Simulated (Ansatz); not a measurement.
# CaTiSe3 (model cell, started as cubic perovskite with Ti in the octahedra): following an unstable mode

Which phase does CaTiSe3 (model cell, started as cubic perovskite with Ti in the octahedra) fall into along its unstable mode, and how much energy does it gain?

Program: Ansatz 0.2.0. Level of theory: DFT PBEsol, scalar-relativistic, plane waves, PAW; PAW set soft_1. Results are calculated unless marked as measured.

Most raw output is cut from this account.

The structure was built from a prototype and need not be the compound's stable phase.

### Step 1. Set-up

It takes space group Pm-3m (No. 221, cubic). The conventional cell has a = 4.921 Å, b = 4.921 Å, c = 4.921 Å, α = 90.00°, β = 90.00°, γ = 90.00°. Nearest to Ca lie 12 Se at 3.48 Å. Ti has 6 Se at 2.46 Å nearest. Nearest to Se lie 2 Ti at 2.46 Å and 4 Ca at 3.48 Å. Farther neighbours and most contacts between anions are not listed.

### Step 2. Phonons on a q mesh

The cell comes from relaxations at this level that are not shown. Stability and thermal properties need the whole zone. Linear response on a 2×2×2 q mesh gives force constants as far as a supercell of that size would.

input.yaml

```yaml
crystal:
  lattice:
    - [4.9205037157, 0.0, 0.0]
    - [0.0, 4.9205037157, 0.0]
    - [0.0, 0.0, 4.9205037157]
  atoms:
    - { symbol: Ca, position: [0.0, 0.0, 0.0] }
    - { symbol: Ti, position: [0.5, 0.5, 0.5] }
    - { symbol: Se, position: [0.5, 0.5, 0.0] }
    - { symbol: Se, position: [0.5, 0.0, 0.5] }
    - { symbol: Se, position: [0.0, 0.5, 0.5] }
kpoints:
  mp_grid: { grid: [8, 8, 8] }
hamiltonian:
  xc: pbesol
  pseudopotentials: { kind: paw, azcp: { folder: soft_1 }, xc_functional: pbe }
scf:
  occupations: { method: methfessel_paxton, width: 0.2 }
output:
  eigenvalues: true
phonons:
  method: dfpt
  qmesh: [2, 2, 2]
  temperatures: { t_max: 1000, t_step: 50 }
  qpath:
    path:
      - [[0.0, 0.0, 0.0], [0.0, 0.5, 0.0], [0.5, 0.5, 0.0], [0.0, 0.0, 0.0], [0.5, 0.5, 0.5], [0.0, 0.5, 0.0]]
      - [[0.5, 0.5, 0.5], [0.5, 0.5, 0.0]]
    npoints: 10
```

On the command line:

```bash
ansatz run input.yaml --threads 4 --pin off --max-ram 16384MiB --backend cpu --events-out ev --progress --plain --runs-dir out
```

Run time: 7.6 min. Hardware: 4 threads of Arm Neoverse V1, shared host; peak memory 1.9 GiB; 30 min of CPU time.

This step gave:

```
volume per atom                                         : 23.83 Å³
gap on the k-mesh                                       : 0 eV
sum-rule residual before enforcement                    : 3.05e-5 eV/Å²
lowest frequency on the path                            : -103.8 cm⁻¹
point group                                             : m-3m
highest frequency on the path or at a solved wavevector : 288.5 cm⁻¹
highest optical mode at the zone centre (no LO-TO term) : 260.0 cm⁻¹
lowest optical zone-centre mode                         : -96.72 cm⁻¹
lowest mode on the q mesh (acoustic modes at Γ apart)   : -103.8 cm⁻¹
```

Frequencies (cm⁻¹) solved at each irreducible wavevector; negative means imaginary. Frequencies by wavevector, by row:

```csv
q in reciprocal lattice units,star,mode 1,mode 2,mode 3,mode 4,mode 13,mode 14,mode 15
0 0 0,1,-96.7,-96.7,-96.7,-57.4,260,260,260
0 0 -0.5,3,-87.3,-87.3,-55,-55,248.5,258.6,258.6
0 -0.5 -0.5,3,-101.1,-91,-91,-68.1,243.4,258,265.2
-0.5 -0.5 -0.5,1,-103.8,-103.8,-103.8,-88.7,243.6,243.6,279.8
```

Interpolated from a 2×2×2 q mesh. The phonon branches at the labelled points (cm⁻¹):

```csv
point,branch 1,branch 2,branch 3,branch 4,branch 12,branch 13,branch 14,branch 15
Γ,-97,-97,-97,-57,0,260,260,260
halfway,-92,-92,-73,-52,154,259,259,262
X,-87,-87,-55,-55,241,248,259,259
halfway,-90,-81,-79,-77,217,242,258,272
M,-101,-91,-91,-68,243,243,258,265
halfway,-88,-86,-82,-69,161,243,259,274
Γ,-97,-97,-97,-57,0,260,260,260
halfway,-86,-85,-85,-74,168,240,240,286
R,-104,-104,-104,-89,244,244,244,280
halfway,-88,-86,-84,-82,205,238,243,286
X,-87,-87,-55,-55,241,248,259,259
jump to R,-104,-104,-104,-89,244,244,244,280
halfway,-102,-91,-91,-79,220,243,243,285
M,-101,-91,-91,-68,243,243,258,265
```

Symmetry leaves 4 wavevectors to solve. The lowest mode among them, the acoustic zeros apart, lies at q = (-0.5, -0.5, -0.5) and is imaginary, 103.8i cm⁻¹, so the energy falls along it.

### Step 3. The mode frozen in, largest atomic shift 0 Å

The mode followed lies at q = (0, -0.5, -0.5) with frequency 101.1i cm⁻¹, one of the unstable modes though not the softest. At small amplitude the distorted cell has space group no. 127 by a symmetry search on the positions. The undistorted cell that holds it gives the zero of energy on the same k mesh.

System of this step: CaTiSe3 (model cell, started as cubic perovskite with Ti in the octahedra). The structure is cubic, space group Pm-3m (No. 221). The conventional cell has a = 4.921 Å, b = 4.921 Å, c = 4.921 Å, α = 90.00°, β = 90.00°, γ = 90.00°. Nearest to Ca lie 12 Se at 3.48 Å. Ti has 6 Se at 2.46 Å nearest. Nearest to Se lie 2 Ti at 2.46 Å and 4 Ca at 3.48 Å. Nearest to Se lie 2 Ti at 2.46 Å and 4 Ca at 3.48 Å. Farther neighbours and most contacts between anions are not listed.

input.yaml

```yaml
crystal:
  lattice:
    - [-4.9205037157, 0.0, 0.0]
    - [0.0, -4.9205037157, -4.9205037157]
    - [0.0, -4.9205037157, 4.9205037157]
  atoms:
    - { symbol: Ca, position: [0.0, 0.5, 0.5] }
    - { symbol: Ca, position: [0.0, 0.0, 0.0] }
    - { symbol: Ti, position: [0.5, 0.0, 0.5] }
    - { symbol: Ti, position: [0.5, 0.5, 0.0] }
    - { symbol: Se, position: [0.5, 0.25, 0.25] }
    - { symbol: Se, position: [0.5, 0.75, 0.75] }
    - { symbol: Se, position: [0.5, 0.25, 0.75] }
    - { symbol: Se, position: [0.5, 0.75, 0.25] }
    - { symbol: Se, position: [0.0, 0.0, 0.5] }
    - { symbol: Se, position: [0.0, 0.5, 0.0] }
kpoints:
  mp_grid: { grid: [8, 6, 6] }
hamiltonian:
  xc: pbesol
  pseudopotentials: { kind: paw, azcp: { folder: soft_1 }, xc_functional: pbe }
scf:
  occupations: { method: methfessel_paxton, width: 0.2 }
output:
  forces: true
  stress: true
  eigenvalues: true
```

Elapsed: 17 s, on 4 threads; peak memory 1.2 GiB; 65 s of CPU time.

This step gave:

| Quantity | Value |
| --- | --- |
| pressure | -0.04014 GPa |
| energy from the undistorted cell | 0 meV/atom |

The run ends at a pressure of -0.04 GPa.

### Step 4. The mode frozen in, largest atomic shift 0.6 Å

The atoms are moved along the unstable eigenvector, the largest shift by 0.6 Å, with the cell fixed.

input.yaml, the sections that differ from step 3:

```yaml
crystal:
  lattice:
    - [-4.9205037157, 0.0, 0.0]
    - [0.0, -4.9205037157, -4.9205037157]
    - [0.0, -4.9205037157, 4.9205037157]
  atoms:
    - { symbol: Ca, position: [0.0, 0.5, 0.5] }
    - { symbol: Ca, position: [0.0, 0.0, 0.0] }
    - { symbol: Ti, position: [0.5, 0.0, 0.5] }
    - { symbol: Ti, position: [0.5, 0.5, 0.0] }
    - { symbol: Se, position: [0.5, 0.1890306324, 0.1890306324] }
    - { symbol: Se, position: [0.5, 0.8109693676, 0.8109693676] }
    - { symbol: Se, position: [0.5, 0.3109693676, 0.6890306324] }
    - { symbol: Se, position: [0.5, 0.6890306324, 0.3109693676] }
    - { symbol: Se, position: [0.0, 0.0, 0.5] }
    - { symbol: Se, position: [0.0, 0.5, 0.0] }
# kpoints, hamiltonian, scf, output: as in step 3
```

Elapsed: 18 s, on 4 threads; peak memory 1.2 GiB; 72 s of CPU time.

This step gave:

```yaml
pressure: -1.629 GPa
energy_from_the_undistorted_cell: -121.8 meV/atom
```

The energy, extrapolated to zero smearing, is -121.83 meV/atom against the undistorted cell.

The run ends at a pressure of -1.63 GPa, with forces up to 0.46 eV/Å.

### Step 5. Energy along the mode, all amplitudes (two of the runs are shown above)

An imaginary frequency means negative curvature, so the energy should fall and then rise again as anharmonic terms take over.

This step gave:

- depth at the lowest point sampled: 121.8 meV/atom
- largest atomic shift at that point: 0.6 Å

Table of energy from the parent by largest atomic shift:

```
largest atomic shift (Å)  energy from the parent (meV/atom)
                   0.000                                  0
                   0.040                               -0.9
                   0.080                              -3.60
                   0.140                              -11.0
                   0.220                              -26.6
                   0.320                              -51.9
                   0.450                              -87.3
                   0.600                               -122
```

Displacement at unit largest shift by atom:

| atom | x (Å) | y (Å) | z (Å) | size |
| --- | --- | --- | --- | --- |
| Ca1 | 0.00 | 0.00 | 0.00 | 0.00 |
| Ca2 | 0.00 | 0.00 | 0.00 | 0.00 |
| Ti3 | 0.00 | 0.00 | 0.00 | 0.00 |
| Ti4 | 0.00 | 0.00 | 0.00 | 0.00 |
| Se5 | 0.00 | 1.00 | 0.00 | 1.00 |
| Se6 | 0.00 | -1.00 | 0.00 | 1.00 |
| Se7 | 0.00 | 0.00 | -1.00 | 1.00 |
| Se8 | 0.00 | 0.00 | 1.00 | 1.00 |
| Se9 | 0.00 | 0.00 | 0.00 | 0.00 |
| Se10 | 0.00 | 0.00 | 0.00 | 0.00 |

The lowest of the steps tried is the last one, at 0.6 Å, 122 meV/atom below the parent; the bottom of the well need not coincide with a step.

### Step 6. Relaxation from the frozen mode

Starting from the lowest point found, all atoms and the cell are let go, so that strain and other modes of the same symmetry can join in.

Changes to input.yaml since step 4:

```diff
@@ -27 +27,6 @@
   eigenvalues: true
+relax:
+  adjacent_minimum: "off"
+  f_tol: 0.002
+  max_steps: 120
+  cell: { stress_tol: 0.03 }
```

It took 2.5 min on 4 threads; peak memory 1.2 GiB; 9.9 min of CPU time.

The steps of the relaxation:

```csv
step,energy less that of the first step (eV),largest force component (eV/Å),pressure (GPa),volume (Å³)
1,0.0000,0.4578,-1.63,238.26
2,-0.3606,0.0707,0.08,228.45
3,-0.4697,0.3786,-0.10,224.77
4,-0.4845,0.1927,1.59,220.98
5,-0.5131,0.0274,-0.32,226.47
6,-0.5157,0.0043,-0.02,225.31
7,-0.5157,0.0004,0.00,225.23
8*,-0.5144,0.0005,0.00,225.23
```

Relaxation steps marked * repeat the geometry before them on a plane-wave basis chosen anew for their cell, so energy and pressure can jump there.

Forces are held to the 16 operations that the run works with; a distortion that breaks them can't arise in this run.

```
     cell as run  before  after  change
           a (Å)   4.921  5.189  +5.4 %
           b (Å)   6.959  6.589  -5.3 %
           c (Å)   6.959  6.589  -5.3 %
volume (Å³/atom)   23.83  22.52  -5.5 %
```

The atoms that moved most (Å, as changes of fractional coordinates times the final cell):

| atom | dx | dy | dz | length |
| --- | --- | --- | --- | --- |
| Se6 | 0.000 | -0.268 | 0.000 | 0.268 |
| Se5 | 0.000 | 0.268 | 0.000 | 0.268 |
| Se8 | 0.000 | 0.000 | 0.268 | 0.268 |
| Se7 | 0.000 | 0.000 | -0.268 | 0.268 |

This step gave:

```
pressure        : 4.80e-4 GPa
volume per atom : 22.52 Å³
```

The distorted start has space group P4/mbm; the relaxation ends in P4/mbm.

### Step 7. The new phase in its own primitive cell

The relaxed structure is symmetrised, reduced to its primitive cell and relaxed tightly, as its phonons need.

input.yaml, the sections that differ from step 6:

```yaml
crystal:
  lattice:
    - [6.588537019, 0.0, 0.0]
    - [0.0, 6.588537019, 0.0]
    - [0.0, 0.0, 5.1885213402]
  atoms:
    - { symbol: Ca, position: [0.5, 0.0, 0.0] }
    - { symbol: Ca, position: [0.0, 0.5, 0.0] }
    - { symbol: Ti, position: [0.0, 0.0, 0.5] }
    - { symbol: Ti, position: [0.5, 0.5, 0.5] }
    - { symbol: Se, position: [0.1602949958, 0.6602949958, 0.5] }
    - { symbol: Se, position: [0.8397050042, 0.3397050042, 0.5] }
    - { symbol: Se, position: [0.3397050042, 0.1602949958, 0.5] }
    - { symbol: Se, position: [0.6602949958, 0.8397050042, 0.5] }
    - { symbol: Se, position: [0.0, 0.0, 0.0] }
    - { symbol: Se, position: [0.5, 0.5, 0.0] }
kpoints:
  mp_grid: { grid: [6, 6, 8] }
relax:
  adjacent_minimum: "off"
  f_tol: 0.001
  max_steps: 60
  cell: { stress_tol: 0.01 }
# hamiltonian, scf, output: as in step 6
```

Run time: 46 s. Hardware: 4 threads; peak memory 1.2 GiB.

Little changed from the start: no atom moved by 0.005 Å and no cell edge by 0.1 %.

This step gave:

```yaml
pressure: 4.83e-4 GPa
```

The largest force component left is 0.34 meV/Å and the pressure is 0.000 GPa, within the tolerances set. The cell now holds 22.52 Å³/atom.

### Step 8. Modes of the new phase, k-mesh 6×6×8

A relaxed structure may still be a saddle point, so its zone-centre modes are computed. No field response is asked, since the mesh shows no gap.

Changes to input.yaml since step 7:

```diff
@@ -24,9 +24,4 @@
 output:
-  forces: true
-  stress: true
   eigenvalues: true
-relax:
-  adjacent_minimum: "off"
-  f_tol: 0.001
-  max_steps: 60
-  cell: { stress_tol: 0.01 }
+phonons:
+  method: dfpt
```

The job ended after 12 min (4 threads; peak memory 5.6 GiB; 49 min of CPU time).

This step gave:

| Item | Value |
| --- | --- |
| sum-rule residual before enforcement | 4.29e-5 eV/Å² |
| point group | 4/mmm |
| highest optical mode at the zone centre (no LO-TO term) | 271.2 cm⁻¹ |
| lowest optical zone-centre mode | -106.9 cm⁻¹ |

Patterns of degenerate modes are one choice out of their space. The modes at Γ (shares of kinetic energy by element, %) (negative means imaginary):

```csv
mode,frequency (cm⁻¹),symmetry,Ca %,Ti %,Se %
1,-106.9,A2u,5,79,17
2,-97.4,A1u,0,94,6
3,-54.6,Eu,88,3,10
4,-54.6,Eu,88,3,10
5,0.0,acoustic,12,15,73
6,0.0,acoustic,12,15,73
7,0.0,acoustic,12,15,73
8,23.8,B1u,24,0,76
9,50.1,Eu,2,4,94
10,50.1,Eu,2,4,94
11,55.2,Eu,45,0,55
12,55.2,Eu,45,0,55
13,98.8,Eu,46,9,45
14,98.8,Eu,46,9,45
15,117.5,Eg,0,0,100
16,117.5,Eg,0,0,100
17,135.0,Eu,6,15,79
18,135.0,Eu,6,15,79
19,138.9,A1g,0,0,100
20,161.7,A2u,61,3,36
21,164.4,B2g,0,0,100
22,168.5,A1u,0,6,94
23,179.3,B1u,76,0,24
24,189.9,A2u,22,3,75
25,202.0,B1g,0,0,100
26,242.5,A2g,0,0,100
27,259.6,Eu,0,60,40
28,259.6,Eu,0,60,40
29,271.2,Eu,1,94,5
30,271.2,Eu,1,94,5
```

Displacements in mode 1 (-106.9 cm⁻¹), the largest set to 1:
```
Ca1  0.00  0.00 -0.27
Ca2  0.00  0.00 -0.27
Ti3  0.00  0.00  1.00
Ti4  0.00  0.00  1.00
Se5  0.00  0.00 -0.25
Se6  0.00  0.00 -0.25
Se7  0.00  0.00 -0.25
Se8  0.00  0.00 -0.25
Se9  0.00  0.00  0.03
Se10 0.00  0.00  0.03
```

Displacements in mode 27 (259.6 cm⁻¹), the largest set to 1:
```
Ca1  0.02  0.02  0.00
Ca2  0.02  0.01  0.00
Ti3  1.00 -0.02  0.00
Ti4  0.45  0.89  0.00
Se5 -0.10  0.12  0.00
Se6 -0.10  0.12  0.00
Se7 -0.43 -0.43  0.00
Se8 -0.43 -0.43  0.00
Se9  0.10  0.02  0.00
Se10 0.06  0.08  0.00
```

Before it was imposed, the acoustic sum rule was missed by 4.3e-5 eV/Å². Small misses are needed for a sound result but don't prove that mesh and cutoff are converged. The lowest optical mode is imaginary, 106.9i cm⁻¹, so the energy falls along it.

### Step 9. The phases reached

The phases reached along the modes that were followed are set side by side.

Energies are those of the first relaxation, on the mesh of the frozen mode; space group, volume and gap are those of the last relaxation. Phases, by row:

```csv
mode frozen in,space group,energy from parent (meV/atom),volume (Å³/atom),gap on mesh (eV),lowest zone-centre optical mode (cm⁻¹),largest shift (Å)
parent,Pm-3m,0,23.83,0,–,–
"q = (-0.5, -0.5, -0.5), 104i cm⁻¹",I4/mcm,-179.5,22.5,0,-112.3,0.832
"q = (-0.5, -0.5, -0.5), 104i cm⁻¹",R-3c,-174,22.88,0,-134.8,0.659
"q = (-0.5, -0.5, -0.5), 104i cm⁻¹",Imma,-181.1,23.01,0,–,0.796
"q = (0, -0.5, -0.5), 101i cm⁻¹",P4/mbm,-173.2,22.52,0,-106.9,0.836
```

### Step 10. What came out

```json
{
  "unstable mode of the parent": "q = (0, -0.5, -0.5), 101i cm⁻¹",
  "depth at the lowest point sampled": "122 meV/atom",
  "largest atomic shift at that point": "0.6 Å",
  "space group reached (within 0.01 Å)": "P4/mbm",
  "energy gained over the parent (first relaxation, on the mesh of the frozen mode)": "173 meV/atom",
  "volume per atom, phase reached": "22.5 Å³",
  "lowest optical zone-centre mode, phase reached": "-107 cm⁻¹",
  "highest optical mode at the zone centre (no LO-TO term), phase reached": "271 cm⁻¹"
}
```

What this shows: Along this mode the structure falls into P4/mbm, 173 meV/atom below the parent. At the parent's cell the well is 121.8 meV/atom deep on the steps tried, with its lowest point at a shift of 0.6 Å. That is the last step tried, so the steps alone don't bracket the bottom of the well. Relaxing atoms and cell changes the gain by +51.37 meV/atom against the lowest step (energies at zero smearing). The new phase still has an imaginary mode at the zone centre of its cell, so it is a saddle point on the way to a lower structure. Of the 4 patterns followed to their end from this parent, this one ends 7.90 meV/atom above the lowest, Imma. Another end point lies within 1 meV/atom; how such a difference moves with mesh and cutoff was not tested. Each path keeps the symmetry of its pattern, so a lower phase may lie along a pattern not tried. With no gap, or one that is small against the smearing, the frequencies hang on the k mesh and the smearing, most of all near Kohn anomalies. The PAW files were made for PBE and serve the other functionals too. The starting cell was built on a prototype and not taken from a measurement, so the phase need not exist.

[Logs are printed without paths, hosts, clocks, repeated set-up lines and the standing remarks that a program may print on its own settings, such as how far it seeks lower states.]

[Hosts, paths, dates, database ids (printed as entryN), source tags and the programs' standing remarks are cut or masked in the printed files.]
